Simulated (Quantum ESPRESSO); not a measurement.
# Magnetic state of Be3Fe from several starts

Aim: find out which collinear order of Be3Fe costs least.

Calculated with Quantum ESPRESSO 7.5; PBEsol; plane waves with GBRV 1.5 PBEsol potentials, no spin-orbit coupling.

## Step 1: Starting point

It takes space group Pm-3m (No. 221, cubic). The conventional cell has a = 3.239 Å, b = 3.239 Å, c = 3.239 Å, α = 90.00°, β = 90.00°, γ = 90.00°. Nearest to Be lie 4 Fe at 2.29 Å and 8 Be at 2.29 Å. Nearest to Fe lie 12 Be at 2.29 Å. Farther neighbours are not listed.

The cell comes from Materials Project 2023-11-01, a database of computed structures, and need not be the stable phase.

## Step 2: Run 1, typed as ferro +

The signs are those of the starting moments on the seeded atoms, the atoms that are given a moment.

Contents of pw.in:

```
&CONTROL
  calculation = 'scf'
  prefix = 'pwscf'
  outdir = './tmp'
  pseudo_dir = './pseudo'
  disk_io = 'nowf'
/
&SYSTEM
  ibrav = 0
  celldm(1) = 8
  nat = 4
  ntyp = 2
  ecutwfc = 40
  ecutrho = 280
  nbnd = 23
  occupations = 'smearing'
  smearing = 'fd'
  degauss = 0.00734986
  nspin = 2
  starting_magnetization(1) = 0
  starting_magnetization(2) = 0.175
/
&ELECTRONS
  conv_thr = 8d-09
  electron_maxstep = 150
  mixing_beta = 0.3
/
ATOMIC_SPECIES
Be      9.0122 be_pbesol_v1.4.uspp.F.UPF
Fe     55.8450 fe_pbesol_v1.5.uspp.F.UPF
CELL_PARAMETERS alat
   0.7651031261278    0.0000000000000    0.0000000000000
   0.0000000000000    0.7651031261278    0.0000000000000
   0.0000000000000    0.0000000000000    0.7651031261278
ATOMIC_POSITIONS crystal
Be      0.0000000000    0.5000000000    0.5000000000
Be      0.5000000000    0.0000000000    0.5000000000
Be      0.5000000000    0.5000000000    0.0000000000
Fe      0.0000000000    0.0000000000    0.0000000000
K_POINTS automatic
8 8 8 0 0 0
```

Command:

```console
OMP_NUM_THREADS=1 mpirun -n 2 pw.x -nk 2 -in pw.in > pw.out
```

Output:

```text
Program PWSCF v.7.5 starts

     Message from routine setup:
     using ibrav=0 with symmetry is DISCOURAGED, use correct ibrav instead

     K-points division:     npool     =       2
     Subspace diagonalization in iterative solution of the eigenvalue problem:

     G-vector sticks info
     --------------------
     sticks:   dense  smooth     PW     G-vecs:    dense   smooth      PW
     Sum         845     481    149                18037     7809    1419

     Using Slab Decomposition

     bravais-lattice index     =            0
     lattice parameter (alat)  =       8.0000  a.u.
     unit-cell volume          =     229.3136 (a.u.)^3
     number of atoms/cell      =            4
     number of atomic types    =            2
     number of electrons       =        28.00
     number of Kohn-Sham states=           23
     kinetic-energy cutoff     =      40.0000  Ry
     charge density cutoff     =     280.0000  Ry
     scf convergence threshold =      8.0E-09
     mixing beta               =       0.3000
     number of iterations used =            8  plain     mixing
     Exchange-correlation= SLA  PW   PSX  PSC
                           (   1   4  10   8   0   0   0)

     celldm(1)=   8.000000  celldm(2)=   0.000000  celldm(3)=   0.000000
     celldm(4)=   0.000000  celldm(5)=   0.000000  celldm(6)=   0.000000

     crystal axes: (cart. coord. in units of alat)
               a(1) = (   0.765103   0.000000   0.000000 )
               a(2) = (   0.000000   0.765103   0.000000 )
               a(3) = (   0.000000   0.000000   0.765103 )

     reciprocal axes: (cart. coord. in units 2 pi/alat)
               b(1) = (  1.307013  0.000000  0.000000 )
               b(2) = (  0.000000  1.307013  0.000000 )
               b(3) = (  0.000000  0.000000  1.307013 )

     PseudoPot. # 1 for Be read from file:
     be_pbesol_v1.4.uspp.F.UPF
     Pseudo is Ultrasoft, Zval =  4.0
     Generated by new atomic code, or converted to UPF format
     Using radial grid of  769 points,  6 beta functions with:
                l(1) =   0
                l(2) =   0
                l(3) =   0
                l(4) =   1
                l(5) =   1
                l(6) =   2
     Q(r) pseudized with 10 coefficients,  rinner =    1.000   1.000   1.000
                                                       1.000   1.000

     PseudoPot. # 2 for Fe read from file:
     fe_pbesol_v1.5.uspp.F.UPF
     Pseudo is Ultrasoft + core correction, Zval = 16.0
     Generated by new atomic code, or converted to UPF format
     Using radial grid of  861 points,  6 beta functions with:
                l(1) =   0
                l(2) =   0
                l(3) =   1
                l(4) =   1
                l(5) =   2
                l(6) =   2
     Q(r) pseudized with  8 coefficients,  rinner =    1.000   1.000   1.000
                                                       1.000   1.000

     atomic species   valence    mass     pseudopotential
     Be                4.00     9.01220     Be( 1.00)
     Fe               16.00    55.84500     Fe( 1.00)

     Starting magnetic structure
     atomic species   magnetization
     Be              0.000
     Fe              0.175

     48 Sym. Ops., with inversion, found

   Cartesian axes

     site n.     atom                  positions (alat units)
         1        Be     tau(   1) = (   0.0000000   0.3825516   0.3825516  )
         2        Be     tau(   2) = (   0.3825516   0.0000000   0.3825516  )
         3        Be     tau(   3) = (   0.3825516   0.3825516   0.0000000  )
         4        Fe     tau(   4) = (   0.0000000   0.0000000   0.0000000  )

     number of k points=    35  Fermi-Dirac smearing, width (Ry)=  0.0073
                       cart. coord. in units 2pi/alat
        k(    1) = (   0.0000000   0.0000000   0.0000000), wk =   0.0019531
        k(    2) = (   0.0000000   0.0000000   0.1633767), wk =   0.0117188
        k(    3) = (   0.0000000   0.0000000   0.3267533), wk =   0.0117188
        k(    4) = (   0.0000000   0.0000000   0.4901300), wk =   0.0117188
        k(    5) = (   0.0000000   0.0000000  -0.6535067), wk =   0.0058594
        [... 30 further k-points ...]

     Dense  grid:    18037 G-vectors     FFT dimensions: (  36,  36,  36)

     Smooth grid:     7809 G-vectors     FFT dimensions: (  25,  25,  25)

     Check: negative core charge=   -0.000034
     Generating pointlists ...
     new r_m :   0.2232 (alat units)  1.7853 (a.u.) for type    1
     new r_m :   0.2232 (alat units)  1.7853 (a.u.) for type    2

     Initial potential from superposition of free atoms

     starting charge      26.9995, renormalised to      28.0000
     Starting wfcs are   28 randomized atomic wfcs

     Self-consistent Calculation

     iteration #  1     ecut=    40.00 Ry     beta= 0.30
     Davidson diagonalization with overlap
     ethr =  1.00E-02,  avg # of iterations =  2.4

     total energy              =    -334.21405318 Ry
     estimated scf accuracy    <       1.07477307 Ry

     total magnetization       =     2.01 Bohr mag/cell
     absolute magnetization    =     2.30 Bohr mag/cell

     iteration #  2     ecut=    40.00 Ry     beta= 0.30
     Davidson diagonalization with overlap
     ethr =  3.84E-03,  avg # of iterations =  2.0

     total energy              =    -334.27814889 Ry
     estimated scf accuracy    <       3.02041997 Ry

     total magnetization       =     0.72 Bohr mag/cell
     absolute magnetization    =     0.99 Bohr mag/cell

     iteration #  3     ecut=    40.00 Ry     beta= 0.30
     Davidson diagonalization with overlap
     ethr =  3.84E-03,  avg # of iterations =  1.3

     total energy              =    -334.54419765 Ry
     estimated scf accuracy    <       0.04645532 Ry

     total magnetization       =     1.78 Bohr mag/cell
     absolute magnetization    =     2.05 Bohr mag/cell

     [... further iterations left out ...]

     iteration #  9     ecut=    40.00 Ry     beta= 0.30
     Davidson diagonalization with overlap
     ethr =  6.74E-08,  avg # of iterations =  1.5

     total energy              =    -334.55424409 Ry
     estimated scf accuracy    <       0.00000699 Ry

     total magnetization       =     1.57 Bohr mag/cell
     absolute magnetization    =     1.78 Bohr mag/cell

     iteration # 10     ecut=    40.00 Ry     beta= 0.30
     Davidson diagonalization with overlap
     ethr =  2.50E-08,  avg # of iterations =  1.7

     total energy              =    -334.55424843 Ry
     estimated scf accuracy    <       0.00000087 Ry

     total magnetization       =     1.56 Bohr mag/cell
     absolute magnetization    =     1.77 Bohr mag/cell

     iteration # 11     ecut=    40.00 Ry     beta= 0.30
     Davidson diagonalization with overlap
     ethr =  3.12E-09,  avg # of iterations =  1.5

     total energy              =    -334.55424861 Ry
     estimated scf accuracy    <       0.00000016 Ry

     total magnetization       =     1.56 Bohr mag/cell
     absolute magnetization    =     1.77 Bohr mag/cell

     iteration # 12     ecut=    40.00 Ry     beta= 0.30
     Davidson diagonalization with overlap
     ethr =  5.87E-10,  avg # of iterations =  2.0

     Magnetic moment per site  (integrated on atomic sphere of radius R)
     atom   1 (R=0.223)  charge=  3.2159  magn= -0.0188
     atom   2 (R=0.223)  charge=  3.2159  magn= -0.0188
     atom   3 (R=0.223)  charge=  3.2159  magn= -0.0188
     atom   4 (R=0.223)  charge= 14.1030  magn=  1.5645

     End of self-consistent calculation

     [... lines left out ...]
     the Fermi energy is    11.8216 ev

!    total energy              =    -334.55424888 Ry
     estimated scf accuracy    <          7.1E-10 Ry
     smearing contrib. (-TS)   =      -0.00316845 Ry
     internal energy E=F+TS    =    -334.55108043 Ry

     The total energy is F=E-TS. E is the sum of the following terms:
     one-electron contribution =    -203.98421620 Ry
     hartree contribution      =      99.92398735 Ry
     xc contribution           =     -43.89039050 Ry
     ewald contribution        =    -186.60046109 Ry

     total magnetization       =     1.56 Bohr mag/cell
     absolute magnetization    =     1.77 Bohr mag/cell

     convergence has been achieved in  12 iterations

=------------------------------------------------------------------------------=
   JOB DONE.
=------------------------------------------------------------------------------=
```

Wall time 23 s (2 MPI ranks of AMD EPYC 7571, shared host); peak memory 0.21 GiB.

Spin moment in the atom's sphere by atom:

```
atom  spin moment in the atom's sphere (μB)
 Be1                                  -0.02
 Be2                                  -0.02
 Be3                                  -0.02
 Fe4                                   1.56
```

Read from the output:

```yaml
smearing_term_ts: 0.04311 eV
magnetization: 1.561 μB
absolute_magnetization: 1.771 μB
final_state: ferromagnetic
```

Spin density in the ac plane at fractional y = 0.000, with atoms of Be and Fe within 0.2 Å of it.

Ten even steps from '0' (0.0 e/Å³) to '9' (3.5 e/Å³), each cell a mean:
```
85200000000125
42000000000002
10000000000000
00000000000000
00000000000000
00000000000000
00000000000000
00000000000000
00000000000000
00000000000000
31000000000002
84100000000025
98410000000158
```
Columns run along a (3.2 Å), rows up along c (3.2 Å). Atoms in or near the plane, at fractional coordinates: Be at (0.50, 0.50), Fe at (0.00, 0.00).

Valence density in the ac plane at fractional y = 0.000, with atoms of Be and Fe within 0.2 Å of it. It is the smooth field of the valence electrons, not physical close to the nuclei.

Ten steps, logarithmic in the rise over the least value, from '_' (0 e/Å³) to '@' (24 e/Å³), each cell a mean:
```
@@@@##--..__________..==##@@
%%##++::..__________..--++##
==--::..______________..--==
......__________________....
____________::--::__________
__________::##@@##::________
__________--%%@@##::________
__________..==**==..________
....______________________..
--::::..______________..::::
##**==::____________..::==**
@@%%**--..__________..==##@@
@@@@##==..__________::++%%@@
```
Columns run along a (3.2 Å), rows up along c (3.2 Å). Atoms in or near the plane, at fractional coordinates: Be at (0.50, 0.50), Fe at (0.00, 0.00).

(Continued in part 2 of 3.)

[Logs and program files are shortened in this print: banners, set-up blocks, solver, clock and traceback lines can be left out without a mark of their own.]

[Logs are printed without paths, hosts, clocks, repeated set-up lines and the standing remarks that a program may print on its own settings, such as how far it seeks lower states.]

[Hosts, paths, dates, database ids (printed as entryN), source tags and the programs' standing remarks are cut or masked in the printed files.]

[Where a cell is said to come from a database of computed structures, the database is the Materials Project.]
